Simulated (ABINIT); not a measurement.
An input for ABINIT 10.8.3 (SnSe2 (P-3m1)):

```
acell 3*1.0 Angstrom
rprim 
  3.810999999987 0.000000000003 0.000000000000
  -1.905499999996 3.300422813810 0.000000000000
  0.000000000000 0.000000000000 6.136000000000
ntypat 2
znucl 50 34
natom 3
typat 1 2 2
xred 
  0.000000000000 0.000000000000 0.000000000000
  0.333333333333 0.666666666667 0.249000000000
  0.666666666667 0.333333333333 0.751000000000
pp_dirpath "pseudos"
pseudos "Sn.upf, Se.upf"
ecut 39
ngkpt 3 3 2
nshiftk 1
shiftk 0 0 0
kptopt 1
chksymbreak 0
istwfk *1
occopt 1
irdwfk 1
optdriver 3
nband 253
ecuteps 7
inclvkb 2
awtr 1
symchi 1
ppmfrq 50 eV
indata_prefix "in"
outdata_prefix "out"
tmpdata_prefix "tmp"
```

```sh
OMP_NUM_THREADS=1 mpirun -n 8 abinit run.abi > log
```

**Question.** How long will it take on 8 MPI ranks of Intel Xeon Platinum 8259CL at 2.50GHz (Skylake/Cascade Lake), shared host, and how much memory?

It took 82 s; on shared hardware allow 41 s to 2.7 min. Peak host memory was 2.2 GiB.

[Paths, hosts, dates, memory and timing lines, banners, echoed tables and standing remarks are left out of the program output.]

[Logs are printed without paths, hosts, clocks, repeated set-up lines and the standing remarks that a program may print on its own settings, such as how far it seeks lower states.]

[Runs of the session that timed out or met a known fault of the program may be left out.]

[Hosts, paths, dates, database ids (printed as entryN), source tags and the programs' standing remarks are cut or masked in the printed files.]

[G0W0 gaps are taken among the corrected bands and points alone; a level outside them can change the order at an edge.]

[Where Ansatz stands beside ABINIT at settings called matched, ABINIT's density can come from a denser mesh and the files from another edition; pairs whose starting gaps differed by over 0.03 eV were left out, so agreement reads better than it is.]
